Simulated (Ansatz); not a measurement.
Planning a run of Ansatz 0.2.0 on SnH5CN2Cl3 (CH(NH2)2SnCl3). The input:

The structure was built from a prototype and need not be the compound's stable phase.

```yaml
crystal:
  lattice:
    - [5.7495448321, 0.0614553157, 0.5447128158]
    - [0.0614553157, 5.9088202652, -0.0666377089]
    - [0.5447128158, -0.0666377089, 5.7481586069]
  atoms:
    - { symbol: C, position: [-0.0189059328, 0.9436820466, 0.0178882993] }
    - { symbol: H, position: [-0.0737775816, 0.7742508549, 0.0712310994] }
    - { symbol: "N", position: [0.8814618376, 0.0396557453, 0.8574399153] }
    - { symbol: "N", position: [0.1418197887, 0.0378510038, 0.1189453882] }
    - { symbol: H, position: [0.7615626863, 0.9546566502, -0.2185394962] }
    - { symbol: H, position: [0.2164826987, 0.9514571223, 0.2385203937] }
    - { symbol: H, position: [0.9296576348, 0.1951346974, 0.7904406074] }
    - { symbol: H, position: [0.2101028628, 0.1931330491, 1.0718434576] }
    - { symbol: Sn, position: [0.4856819093, 0.4914066488, 0.5142706067] }
    - { symbol: Cl, position: [0.4386582902, 0.5018149019, -0.0293362885] }
    - { symbol: Cl, position: [0.496771532, -0.070419092, 0.5038700487] }
    - { symbol: Cl, position: [0.0293323699, 0.5028959437, 0.5604372443] }
kpoints:
  mp_grid: { grid: [4, 4, 4] }
  band_path:
    path: [[0.0, 0.0, 0.0], [0.5, 0.0, 0.0], [0.5, 0.5, 0.0], [0.5, 0.5, 0.5]]
    npoints: 1
hamiltonian:
  xc: hse06
  pseudopotentials: { kind: paw, azcp: { folder: soft_1 } }
scf:
  occupations: { method: fixed }
  n_extra_bands: 8
output:
  eigenvalues: true
  write_density: true
  write_potential: true
  elf: true
  volumetric_format: npy
```

```sh
ansatz run input.yaml --threads 2 --pin off --max-ram 92160MiB --backend cuda --events-out ev --progress --plain --runs-dir out --devices 1 --max-vram 13GiB
```

Question: How long will it take on 1 × NVIDIA H100 80GB HBM3 (shared by 6 runs) with 2 threads of AMD EPYC 7R13 (Zen 3), shared host, and how much memory?

It took 50 s; on shared hardware allow 25 s to 100 s. Peak host memory was 1.8 GiB. The sizes that set the cost: 3783 plane waves a state, 36 irreducible k points and 16 SCF cycles.

Exact exchange couples every pair of k points and filled bands, so it costs far more than a semilocal run.

[Paths, hosts, dates, memory and timing lines, banners, echoed tables and standing remarks are left out of the program output.]

[Logs are printed without paths, hosts, clocks, repeated set-up lines and the standing remarks that a program may print on its own settings, such as how far it seeks lower states.]

[Runs of the session that timed out or met a known fault of the program may be left out.]

[Cells called generated may have been cut or substituted from an entry of the Crystallography Open Database or the Materials Project.]

[Hosts, paths, dates, database ids (printed as entryN), source tags and the programs' standing remarks are cut or masked in the printed files.]
